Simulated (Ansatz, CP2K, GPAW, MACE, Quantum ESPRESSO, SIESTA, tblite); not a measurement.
## Generalised stacking fault on (110) of a LiCl-LiBr solid solution (56 atoms) in Quantum ESPRESSO

Wanted: Quantum ESPRESSO inputs and outputs for generalised stacking fault on (110) of a LiCl-LiBr solid solution (56 atoms), checked against a plane-wave reference.

Program: Quantum ESPRESSO 7.5. Level of theory: the method is named at each step. Results are calculated unless marked as measured.

## 1. Starting point

The cell holds 56 atoms: 28 Li, 10 Br and 18 Cl. Its edges and angles: a = 7.448 Å, b = 5.266 Å, c = 26.488 Å, α = 90.0°, β = 82.6°, γ = 90.0°. Rock-salt LiCl lattice (a = 5.2663 Å, the value set for the mixture), cell with z along [110], 2 x 1 x 7 periods; the third cell vector is tilted by 0.917 of 1/2[1-10] and lengthened by 0.2 Å, so the cell holds one fault; displaced by a Gaussian of 0.01 Å; 10 of 28 Cl sites given to Br at random (lattice constant by Vegard's rule between LiCl and LiBr). Then every atom was moved at random, 0.02 Å r.m.s. a Cartesian component. The structure's axis is c.

The yardstick, on the same geometry:

- method: Kohn-Sham DFT, PBE, PAW, plane waves (Ansatz 0.2.0); cutoff 420 eV, Γ point, fermi-dirac smearing of 0.05 eV; PAW set soft_2
- r.m.s. force component: 0.1098 eV/Å
- longest force: 0.3545 eV/Å
- pressure: -0.2704 GPa
- gap (highest filled to lowest empty level): 5.458 eV
- SCF cycles: 7
- time: 4.1 s on 8 threads of Arm Neoverse V1, shared host
- CPU time: 28 s

## 2. PBE, sssp-1.3.0-efficiency, 45/360 Ry

Method: Kohn-Sham DFT, PBE, SSSP efficiency 1.3.0 pseudopotentials, plane waves.

The input, pw.in:

```
&control
  calculation = 'scf'
  pseudo_dir = './pseudo'
  outdir = './tmp'
  disk_io = 'none'
  tprnfor = .true.
  tstress = .true.
/
&system
  ibrav = 0
  nat = 56
  ntyp = 3
  ecutwfc = 45
  ecutrho = 360
  nosym = .true.
  occupations = 'smearing'
  smearing = 'fd'
  degauss = 0.003675
/
&electrons
  conv_thr = 2.8e-07
  electron_maxstep = 100
  mixing_beta = 0.2
  mixing_mode = 'local-TF'
  diagonalization = 'david'
/
ATOMIC_SPECIES
Li 6.940 Li.upf
Br 79.904 Br.upf
Cl 35.450 Cl.upf
CELL_PARAMETERS angstrom
7.44767 0.00000 0.00000
0.00000 5.26630 0.00000
3.41349 0.00000 26.26686
ATOMIC_POSITIONS crystal
Li 0.55074 0.99543 0.99144
Br 0.71614 0.00369 0.06965
Li 0.93952 0.00089 0.14214
Cl 0.64934 0.99801 0.21395
Li 0.87356 0.99865 0.28271
Cl 0.58994 0.99783 0.35436
Li 0.80533 0.00615 0.42505
Cl 0.52062 0.01023 0.49684
Li 0.74736 0.99341 0.56704
Cl 0.45852 0.99918 0.63876
Li 0.67716 0.99603 0.70827
Cl 0.39350 0.00266 0.78021
Li 0.60355 0.00858 0.85032
Cl 0.33639 0.00026 0.92112
Li 0.04619 0.00707 0.99403
Br 0.22142 0.00505 0.07141
Li 0.43357 0.00096 0.14177
Cl 0.15472 0.00235 0.21259
Li 0.36971 0.99754 0.28437
Br 0.08725 0.99278 0.35313
Li 0.30272 0.99888 0.42585
Cl 0.02060 0.99296 0.49572
Li 0.23808 0.00091 0.56688
Cl 0.96073 0.99394 0.63755
Li 0.17726 0.00059 0.70794
Cl 0.89383 0.99660 0.77859
Li 0.10089 0.00704 0.84987
Cl 0.82330 0.99100 0.92093
Li 0.21958 0.50883 0.06907
Cl 0.93747 0.49961 0.14081
Li 0.14782 0.50226 0.21156
Cl 0.86952 0.50465 0.28407
Li 0.08540 0.49653 0.35563
Br 0.80390 0.49579 0.42590
Li 0.02273 0.49919 0.49613
Cl 0.74470 0.49510 0.56678
Li 0.95922 0.50102 0.63692
Cl 0.67555 0.51036 0.70812
Li 0.89321 0.49696 0.77835
Cl 0.60718 0.50324 0.85001
Li 0.82755 0.49751 0.92077
Cl 0.54099 0.49934 0.99026
Li 0.72301 0.49235 0.07025
Br 0.43963 0.49702 0.14147
Li 0.64991 0.49600 0.21123
Br 0.37037 0.50465 0.28362
Li 0.58669 0.49184 0.35366
Br 0.29862 0.50921 0.42501
Li 0.52127 0.50568 0.49514
Cl 0.23665 0.49861 0.56709
Li 0.45152 0.50362 0.63754
Br 0.17558 0.49983 0.70958
Li 0.39484 0.49397 0.77875
Br 0.10829 0.50446 0.84945
Li 0.32836 0.49175 0.92141
Br 0.04750 0.49890 0.99166
K_POINTS gamma
```

Launch:

```
$ OMP_NUM_THREADS=1 mpirun -np 2 pw.x -in pw.in > output.txt
```

What it wrote:

```text
Program PWSCF
     gamma-point specific algorithms are used
     Parallelization info
     sticks:   dense  smooth     PW     G-vecs:    dense   smooth      PW
     Min        2003    1003    247               400875   141741   17739
     Max        2006    1004    252               400894   141746   17742
     Sum        4009    2007    499               801769   283487   35481
     bravais-lattice index     =            0
     lattice parameter (alat)  =      14.0741  a.u.
     unit-cell volume          =    6952.3365 (a.u.)^3
     number of atoms/cell      =           56
     number of atomic types    =            3
     number of electrons       =       280.00
     number of Kohn-Sham states=          168
     kinetic-energy cutoff     =      45.0000  Ry
     charge density cutoff     =     360.0000  Ry
     scf convergence threshold =      2.8E-07
     mixing beta               =       0.2000
     number of iterations used =            8  local-TF  mixing
     Exchange-correlation=  SLA  PW   PBX  PBC
                           (   1   4   3   4   0   0   0)
     crystal axes: (cart. coord. in units of alat)
               a(1) = (   1.000000   0.000000   0.000000 )
               a(2) = (   0.000000   0.707107   0.000000 )
               a(3) = (   0.458330   0.000000   3.526856 )
     reciprocal axes: (cart. coord. in units 2 pi/alat)
               b(1) = (  1.000000  0.000000 -0.129954 )
               b(2) = (  0.000000  1.414213  0.000000 )
               b(3) = (  0.000000  0.000000  0.283539 )
     PseudoPot. # 1 for Li:
     Pseudo is Ultrasoft, Zval =  3.0
     PseudoPot. # 2 for Br:
     Pseudo is Ultrasoft + core correction, Zval =  7.0
     PseudoPot. # 3 for Cl:
     Pseudo is Ultrasoft + core correction, Zval =  7.0
     atomic species   valence    mass     pseudopotential
     Li                3.00     6.94000     Li( 1.00)
     Br                7.00    79.90400     Br( 1.00)
     Cl                7.00    35.45000     Cl( 1.00)
     No symmetry found
   Cartesian axes
     number of k points=     1  Fermi-Dirac smearing, width (Ry)=  0.0037
                       cart. coord. in units 2pi/alat
        k(    1) = (   0.0000000   0.0000000   0.0000000), wk =   2.0000000
     Dense  grid:   400885 G-vectors     FFT dimensions: (  90,  64, 320)
     Smooth grid:   141744 G-vectors     FFT dimensions: (  64,  45, 216)
     Initial potential from superposition of free atoms
     starting charge     267.3789, renormalised to     280.0000
     negative rho (up, down):  2.839E-01 0.000E+00
     Starting wfcs are  252 randomized atomic wfcs
     Self-consistent Calculation
     iteration #  1     ecut=    45.00 Ry     beta= 0.20
     Threshold (ethr) on eigenvalues was too large:
     Diagonalizing with lowered threshold
     negative rho (up, down):  2.768E-01 0.000E+00
     total energy              =   -1480.25693440 Ry
     estimated scf accuracy    <       0.50224530 Ry
     iteration #  2     ecut=    45.00 Ry     beta= 0.20
     negative rho (up, down):  2.363E-01 0.000E+00
     total energy              =   -1480.01407897 Ry
     estimated scf accuracy    <       0.37955814 Ry
     iteration #  3     ecut=    45.00 Ry     beta= 0.20
     negative rho (up, down):  2.390E-01 0.000E+00
     total energy              =   -1480.05518750 Ry
     estimated scf accuracy    <       0.01933201 Ry
     iteration #  4     ecut=    45.00 Ry     beta= 0.20
     c_bands:  1 eigenvalues not converged
     negative rho (up, down):  2.329E-01 0.000E+00
     total energy              =   -1480.06169554 Ry
     estimated scf accuracy    <       0.02138029 Ry
     iteration #  5     ecut=    45.00 Ry     beta= 0.20
     negative rho (up, down):  2.726E-01 0.000E+00
     total energy              =   -1480.04498407 Ry
     estimated scf accuracy    <       0.03199006 Ry
     iteration #  6     ecut=    45.00 Ry     beta= 0.20
[...]
total energy              =   -1480.05299194 Ry
     estimated scf accuracy    <       0.00270593 Ry
[...]
total energy              =   -1480.05235515 Ry
[...]
iteration # 22     ecut=    45.00 Ry     beta= 0.20
[...]
total energy              =   -1480.05235519 Ry
     estimated scf accuracy    <       0.00000037 Ry
     iteration # 23     ecut=    45.00 Ry     beta= 0.20
[...]
total energy              =   -1480.05235519 Ry
     estimated scf accuracy    <       0.00000035 Ry
     iteration # 24     ecut=    45.00 Ry     beta= 0.20
     negative rho (up, down):  2.607E-01 0.000E+00
     End of self-consistent calculation
          k = 0.0000 0.0000 0.0000 ( 17741 PWs)   bands (ev):
   -42.2262 -42.2166 -42.1815 -42.1798 -42.1769 -42.1658 -42.1299 -42.1272
   -42.1202 -42.1099 -42.1022 -42.1002 -42.0818 -42.0715 -42.0684 -42.0517
   -42.0445 -42.0441 -42.0418 -42.0201 -42.0141 -42.0125 -42.0003 -41.9931
   -41.9795 -41.9521 -41.9111 -41.9025 -11.6998 -11.6244 -11.5614 -11.4388
   -11.4185 -11.2475 -11.2232 -11.1775 -11.1693 -11.1465 -11.1429 -11.0788
   -11.0702 -11.0604 -11.0336 -11.0255 -10.9989 -10.9933 -10.9874 -10.9522
[...]
8.7592   8.8180   8.8513   8.8961   9.0442   9.0913   9.1414   9.1869
     9.2001   9.2620   9.3160   9.3351   9.3870   9.3957   9.4297   9.4636
     9.4812   9.5266   9.5308   9.5547   9.5984   9.6909   9.7257   9.7661
     the Fermi energy is     3.6421 ev
!    total energy              =   -1480.05235509 Ry
     estimated scf accuracy    <       0.00000017 Ry
     smearing contrib. (-TS)   =      -0.00000000 Ry
     internal energy E=F+TS    =   -1480.05235509 Ry
     The total energy is F=E-TS. E is the sum of the following terms:
     one-electron contribution =    -288.42742527 Ry
     hartree contribution      =     209.77503242 Ry
     xc contribution           =    -528.99541332 Ry
     ewald contribution        =    -872.40454892 Ry
     convergence has been achieved in  24 iterations
     negative rho (up, down):  2.607E-01 0.000E+00
     Forces acting on atoms (cartesian axes, Ry/au):
     atom    1 type  1   force =    -0.00662047    0.00021779   -0.01213441
     atom    2 type  2   force =     0.01010279   -0.00497121   -0.00056116
     atom    3 type  1   force =    -0.00174502   -0.00008606    0.00601493
     atom    4 type  3   force =     0.00350968    0.00113309   -0.00316201
     atom    5 type  1   force =    -0.00727592    0.00007606   -0.00392410
     atom    6 type  3   force =    -0.00161774    0.00206964    0.00193778
[...]
atom   54 type  2   force =    -0.00063899   -0.00180001    0.00294164
     atom   55 type  1   force =     0.01154414    0.00134377   -0.00133696
     atom   56 type  2   force =    -0.00805939    0.00252568    0.00799317
     Total force =     0.055460     Total SCF correction =     0.001090
     Computing stress (Cartesian axis) and pressure
     negative rho (up, down):  2.607E-01 0.000E+00
          total   stress  (Ry/bohr**3)                   (kbar)     P=       -2.92
   0.00020313  -0.00000125   0.00000646           29.88       -0.18        0.95
  -0.00000125  -0.00020574   0.00000031           -0.18      -30.26        0.05
   0.00000646   0.00000031  -0.00005697            0.95        0.05       -8.38
     Message from routine punch:
     Nothing written, as per user request (disk_io='none')
```

It took 4 min on 2 MPI ranks of Arm Neoverse V1, shared host; peak memory 2 GiB; 7.9 min of CPU time.

Banners, paths, timers and routine set-up lines are dropped from the logs unmarked, and long logs keep their key lines alone; longer cuts are marked.

Compared with the plane-wave run:

```
r.m.s. force component                           : 0.11 eV/Å
r.m.s. difference of force components            : 0.384 meV/Å
longest difference of force vectors              : 1.105 meV/Å
force difference over r.m.s. force               : 0.3499 %
slope of forces against the reference's          : 1.002
correlation of force components                  : 1
gap (highest filled to lowest empty level) : 5.457 eV
gap difference                                   : -0.001 eV
pressure                                         : -0.292 GPa
pressure difference                              : -0.0216 GPa
```

Length of the force difference by element (eV/Å):

```
element  atoms    mean    most
     Br     10  7.0e-4   0.001
     Cl     18  6.0e-4   0.001
     Li     28  6.0e-4  0.0011
```

Levels nearest the highest filled one (eV from it): -0.56, -0.48, -0.45, -0.37, -0.36, -0.32, -0.30, -0.27, -0.24, -0.22, -0.13, 0.00, 5.46, 5.86, 5.98, 6.70, 6.74, 6.80, 6.84, 6.88, 7.03, 7.08, 7.13, 7.17.

Local excerpt of 9 atoms (numbers count through the whole input) about Li15, which has 5 bonded neighbours where the commonest count for Li is 6; x, y, z are measured from there.

```
atom      x      y      z  distance (Å)  bonds      Fx      Fy  Fz (eV/Å)
Li15   0.00   0.00   0.00          0.00      5  -0.091  -0.082     -0.304
Br16   1.57  -0.01   2.03          2.57      5  -0.014  -0.039     -0.121
Br56   0.00   2.59  -0.06          2.59      5  -0.207   0.065      0.206
Br56   0.00  -2.68  -0.06          2.68      5  -0.207   0.065      0.206
Cl14   1.91  -0.04  -1.92          2.71      6  -0.171   0.022      0.115
Cl28  -1.91  -0.08  -1.92          2.71      6   0.148   0.116      0.067
 Br2  -2.20  -0.02   1.99          2.96      5   0.260  -0.128     -0.014
Li29   1.55  -2.62   1.97          3.63      5   0.071  -0.051      0.110
Li29   1.55   2.64   1.97          3.64      5   0.071  -0.051      0.110
```

Forces lie 0.35 % from the reference's, at 17 times its CPU time (on 2 against 8 cores).

## 3. PBE+D3(BJ), sssp-1.3.0-efficiency, 45/360 Ry

Method: Kohn-Sham DFT, PBE+D3(BJ), SSSP efficiency 1.3.0 pseudopotentials, plane waves.

Edit pw.in of step 2 so:

```diff
@@ -18,2 +18,5 @@
   degauss = 0.003675
+  vdw_corr = 'dft-d3'
+  dftd3_version = 4
+  dftd3_threebody = .false.
 /
```

What it wrote:

```text
[banner, memory and clock lines left out]
Program PWSCF
     gamma-point specific algorithms are used
     bravais-lattice index     =            0
     lattice parameter (alat)  =      14.0741  a.u.
     unit-cell volume          =    6952.3365 (a.u.)^3
[... lines left out ...]
     total energy              =   -1481.19812998 Ry
[... lines left out ...]
     total energy              =   -1480.95527454 Ry
[... lines left out ...]
     total energy              =   -1480.99638307 Ry
[... lines left out ...]
     c_bands:  1 eigenvalues not converged
[... lines left out ...]
     total energy              =   -1480.99355077 Ry
[... lines left out ...]
     total energy              =   -1480.99355076 Ry
[... lines left out ...]
     the Fermi energy is     3.6421 ev
!    total energy              =   -1480.99355066 Ry
[... lines left out ...]
     The total energy is F=E-TS. E is the sum of the following terms:
     one-electron contribution =    -288.42742527 Ry
     hartree contribution      =     209.77503242 Ry
     xc contribution           =    -528.99541332 Ry
     ewald contribution        =    -872.40454892 Ry
     DFT-D3 Dispersion         =      -0.94119558 Ry
     convergence has been achieved in  24 iterations
     negative rho (up, down):  2.607E-01 0.000E+00
     Forces acting on atoms (cartesian axes, Ry/au):
     atom    1 type  1   force =    -0.00669840    0.00021769   -0.01205837
     atom    2 type  2   force =     0.01023665   -0.00501158   -0.00054252
     atom    3 type  1   force =    -0.00176469   -0.00009504    0.00608867
[...]
atom   55 type  1   force =     0.01159203    0.00138135   -0.00131251
     atom   56 type  2   force =    -0.00819244    0.00254637    0.00807300
     Total force =     0.055607     Total SCF correction =     0.001090
     Computing stress (Cartesian axis) and pressure
     negative rho (up, down):  2.607E-01 0.000E+00
          total   stress  (Ry/bohr**3)                   (kbar)     P=      -23.63
   0.00006233  -0.00000128   0.00000660            9.17       -0.19        0.97
  -0.00000128  -0.00034656   0.00000032           -0.19      -50.98        0.05
   0.00000660   0.00000032  -0.00019775            0.97        0.05      -29.09
     Message from routine punch:
     Nothing written, as per user request (disk_io='none')
```

Elapsed: 4 min, on 2 MPI ranks; peak memory 2 GiB; 8 min of CPU time.

Numbers from this run, and their distance from the reference:

- r.m.s. force component: 0.1103 eV/Å
- r.m.s. difference of force components: 1.369 meV/Å
- longest difference of force vectors: 4.528 meV/Å
- force difference over r.m.s. force: 1.248 %
- slope of forces against the reference's: 1.005
- correlation of force components: 0.9999
- gap (highest filled to lowest empty level): 5.457 eV
- gap difference: -0.001 eV
- pressure: -2.363 GPa
- pressure difference: -2.093 GPa

Against the first run (0.35 %), the force difference from the reference is 1.2 %, at 1.0 times the CPU time; the model has changed, so this is no error of the program alone.

(Part 1 of 2 ends here.)

[Also dropped from logs without a mark: logging warnings of Python, and SIESTA's first energy breakdown and zero terms.]

[Logs are printed without paths, hosts, clocks, repeated set-up lines and the standing remarks that a program may print on its own settings, such as how far it seeks lower states.]

[Hosts, paths, dates, database ids (printed as entryN), source tags and the programs' standing remarks are cut or masked in the printed files.]
